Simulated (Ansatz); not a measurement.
# LuH2 (Fm-3m): from the cell to its phonons

Aim: the vibrations of LuH2 (Fm-3m), their spectra, and whether the structure is stable.

Calculated with Ansatz 0.2.0; DFT PBEsol, scalar-relativistic, plane waves, norm-conserving pseudopotentials.

This is a report of a sequence of runs, with most program output left out.

## 1. Starting point

It takes space group Fm-3m (No. 225, cubic). The conventional cell has a = 5.033 Å, b = 5.033 Å, c = 5.033 Å, α = 90.00°, β = 90.00°, γ = 90.00°. Nearest to Lu lie 8 H at 2.18 Å. Nearest to H lie 4 Lu at 2.18 Å. Farther neighbours are not listed.

## 2. Relaxation

Harmonic phonons are second derivatives at a point where the forces vanish, and they are wanted at zero stress, so atoms and cell are relaxed first.

File input.yaml:

```yaml
crystal:
  lattice:
    - [0.0, 2.5165, 2.5165]
    - [2.5165, 0.0, 2.5165]
    - [2.5165, 2.5165, 0.0]
  atoms:
    - { symbol: Lu, position: [0.0, 0.0, 0.0] }
    - { symbol: H, position: [0.25, 0.25, 0.25] }
    - { symbol: H, position: [0.75, 0.75, 0.75] }
kpoints:
  mp_grid: { grid: [14, 14, 14] }
hamiltonian:
  xc: pbesol
  pseudopotentials: { kind: nc }
scf:
  occupations: { method: gaussian, width: 0.1 }
output:
  forces: true
  stress: true
  eigenvalues: true
relax:
  adjacent_minimum: "off"
  f_tol: 0.005
  max_steps: 80
  cell: { stress_tol: 0.05 }
```

Launch:

```sh
> ansatz run input.yaml --threads 4 --pin off --max-ram 7168MiB --backend cpu --events-out ev --progress --plain --runs-dir out
```

The job ended after 33 s (4 threads of Arm Neoverse N1, shared host; peak memory 0.58 GiB).

Relaxation path:

```csv
step,energy less that of the first step (eV),largest force component (eV/Å),pressure (GPa),volume (Å³)
1,0.0000,0.0000,-4.22,31.87
2,0.0629,0.0000,10.75,27.72
3,-0.0199,0.0000,-0.58,30.58
4,-0.0203,0.0000,0.04,30.39
5*,-0.0201,0.0000,0.05,30.39
```

Relaxation steps marked * repeat the geometry before them on a plane-wave basis chosen anew for their cell, so energy and pressure can jump there. Relaxation step 2 was tried and not accepted.

Forces are held to the 48 operations that the run works with; a distortion that breaks them can't arise in this run.

```csv
"conventional cell, symmetrised",before,after,change
a (Å),5.033,4.954,-1.6 %
b (Å),5.033,4.954,-1.6 %
c (Å),5.033,4.954,-1.6 %
volume (Å³/atom),10.62,10.13,-4.7 %
```

Final coordinates:

```xyz
3
Lattice="0.0000 2.4768 2.4768 2.4768 0.0000 2.4768 2.4768 2.4768 0.0000" Properties=species:S:1:pos:R:3 pbc="T T T"
Lu    0.0000    0.0000    0.0000
H     1.2384    1.2384    1.2384
H     3.7152    3.7152    3.7152
```

This step gave:

```
pressure          : 0.04994 GPa
volume per atom   : 10.13 Å³
gap on the k-mesh : 0 eV
```

In this step the volume went from 10.62 to 10.13 Å³/atom.

## 3. Relaxing to small forces for the phonons

Phonons need a cell at rest on their own settings, so the relaxation is repeated with tight tolerances on forces and stress, using the mesh and the filling of the phonon run that follows.

File input.yaml:

```yaml
crystal:
  lattice:
    - [0.0, 2.4767933582, 2.4767933582]
    - [2.4767933582, 0.0, 2.4767933582]
    - [2.4767933582, 2.4767933582, 0.0]
  atoms:
    - { symbol: Lu, position: [0.0, 0.0, 0.0] }
    - { symbol: H, position: [0.25, 0.25, 0.25] }
    - { symbol: H, position: [0.75, 0.75, 0.75] }
kpoints:
  mp_grid: { grid: [16, 16, 16] }
hamiltonian:
  xc: pbesol
  pseudopotentials: { kind: nc }
scf:
  occupations: { method: methfessel_paxton, width: 0.15 }
output:
  forces: true
  stress: true
  eigenvalues: true
relax:
  adjacent_minimum: "off"
  f_tol: 0.001
  max_steps: 60
  cell: { stress_tol: 0.01 }
```

The job ended after 34 s (4 threads; peak memory 0.64 GiB).

Little changed from the start: no atom moved by 0.005 Å and no cell edge by 0.1 %.

Numbers from this step:

| Property | Result |
| --- | --- |
| pressure | 8.92e-5 GPa |

The forces vanish by symmetry and the pressure is 0.000 GPa, within the tolerances set. The cell now holds 10.13 Å³/atom.

## 4. Linear response at the zone centre

The zone centre comes first: it holds the modes that light can see, as far as symmetry allows. No field response is asked, since the mesh shows no gap.

input.yaml, the sections that differ from step 3:

```yaml
crystal:
  lattice:
    - [0.0, 2.4770976385, 2.4770976385]
    - [2.4770976385, 0.0, 2.4770976385]
    - [2.4770976385, 2.4770976385, 0.0]
  atoms:
    - { symbol: Lu, position: [0.0, 0.0, 0.0] }
    - { symbol: H, position: [0.25, 0.25, 0.25] }
    - { symbol: H, position: [0.75, 0.75, 0.75] }
output:
  eigenvalues: true
phonons:
  method: dfpt
# kpoints, hamiltonian, scf: as in step 3
# relax: removed
```

Elapsed: 1.9 min, on 4 threads; peak memory 2.7 GiB.

This step gave:

```yaml
sum_rule_residual_before_enforcement: 1.15e-4 eV/Å²
point_group: m-3m
highest_optical_mode_at_the_zone_centre_no_lo_to_term: 1206 cm⁻¹
lowest_optical_zone_centre_mode: 996.2 cm⁻¹
```

Patterns of degenerate modes are one choice out of their space. Modes at Γ, with each element's share of the kinetic energy:

```csv
mode,frequency (cm⁻¹),symmetry,Lu %,H %
1,0.0,acoustic,99,1
2,0.0,acoustic,99,1
3,0.0,acoustic,99,1
4,996.2,T1u,1,99
5,996.2,T1u,1,99
6,996.2,T1u,1,99
7,1205.6,T2g,0,100
8,1205.6,T2g,0,100
9,1205.6,T2g,0,100
```

Displacements in mode 5 (996.2 cm⁻¹), the largest set to 1:
```
Lu1  0.00  0.00 -0.01
H2   0.00  0.09  1.00
H3   0.00  0.09  1.00
```

Displacements in mode 8 (1205.6 cm⁻¹), the largest set to 1:
```
Lu1  0.00  0.00  0.00
H2   0.42  1.00  0.13
H3  -0.42 -1.00 -0.13
```

Before it was imposed, the acoustic sum rule was missed by 1.1e-4 eV/Å². Small misses are needed for a sound result but don't prove that mesh and cutoff are converged. The lowest optical mode is real, 996 cm⁻¹.

## 5. The dispersion

Stability and thermal properties need the whole zone. Linear response on a 4×4×4 q mesh gives force constants as far as a supercell of that size would.

Edit input.yaml of step 4 so:

```diff
@@ -20 +20,8 @@
   method: dfpt
+  qmesh: [4, 4, 4]
+  temperatures: { t_max: 1000, t_step: 50 }
+  qpath:
+    path:
+      - [[0.0, 0.0, 0.0], [0.5, 0.0, 0.5], [0.625, 0.25, 0.625]]
+      - [[0.375, 0.375, 0.75], [0.0, 0.0, 0.0], [0.5, 0.5, 0.5], [0.5, 0.25, 0.75], [0.5, 0.0, 0.5]]
+    npoints: 10
```

Run time: 33 s. Hardware: 4 threads; peak memory 1.9 GiB.

The program refused the input before any cycle.

The program's message: “memory limit exceeded: the `cold-start seed` phase of `dfpt pair set` needs 9.71 GiB against the run's memory maximum of 7.00 GiB; largest carriers: wavefunctions 7.61 GiB, plane-wave basis 1.71 GiB, …”

## 6. Another isotope

An isotope changes the mass and not the force constants, so no new electronic calculation is needed; the shifts show which modes move this element.

The same force constants with the mass of H changed from 1.008 to 2.014 u (phonopy, no LO-TO term). Both lists are sorted by frequency; levels can cross, so a row need not hold one and the same mode. Modes under 3 cm⁻¹ are left out. Isotope shifts, by row:

```csv
q,rank,natural mass (cm⁻¹),changed mass (cm⁻¹)
0 0 0,4,996.2,708.7
0 0 0,5,996.2,708.7
0 0 0,6,996.2,708.7
0 0 0,7,1206,852.9
0 0 0,8,1206,852.9
0 0 0,9,1206,852.9
```

A mode of this element alone would shift by -29.26 %. The highest zone-centre frequency without the field goes from 1205.6 to 852.9 cm⁻¹ (-29.3 %). The product of the frequency ratios over all optical modes at Γ is 0.127; the product rule, (m/m′)^(3k/2) (M′/M)^(3/2) with k = 2 such atoms and M the mass of the cell, gives 0.127.

## 7. Results

```
space group after relaxation (within 0.01 Å)            : Fm-3m
volume per atom                                         : 10.1 Å³
electronic character                                    : no gap on this mesh
highest optical mode at the zone centre (no LO-TO term) : 1206 cm⁻¹
lowest optical zone-centre mode                         : 996 cm⁻¹
imaginary modes at Γ (the only wavevector solved)       : none
```

What this shows: The structure is stable against zone-centre distortions, since no mode there is imaginary; other wavevectors were not solved, so zone-boundary instabilities are untested. The optical modes at Γ span 996 to 1206 cm⁻¹. No dispersion was computed. The highest mode in this list at Γ, 1205.6 cm⁻¹, is mostly motion of H (100 % of the kinetic energy). With no gap, or one that is small against the smearing, the frequencies hang on the k mesh and the smearing, most of all near Kohn anomalies. The phonon runs are without spin polarisation, although the cell has an odd electron count. Spin-orbit coupling is left out, which can matter for the heavy elements here. These are harmonic frequencies at zero temperature: anharmonic shifts, linewidths and thermal expansion are left out.

[Logs are printed without paths, hosts, clocks, repeated set-up lines and the standing remarks that a program may print on its own settings, such as how far it seeks lower states.]

[Hosts, paths, dates, database ids (printed as entryN), source tags and the programs' standing remarks are cut or masked in the printed files.]
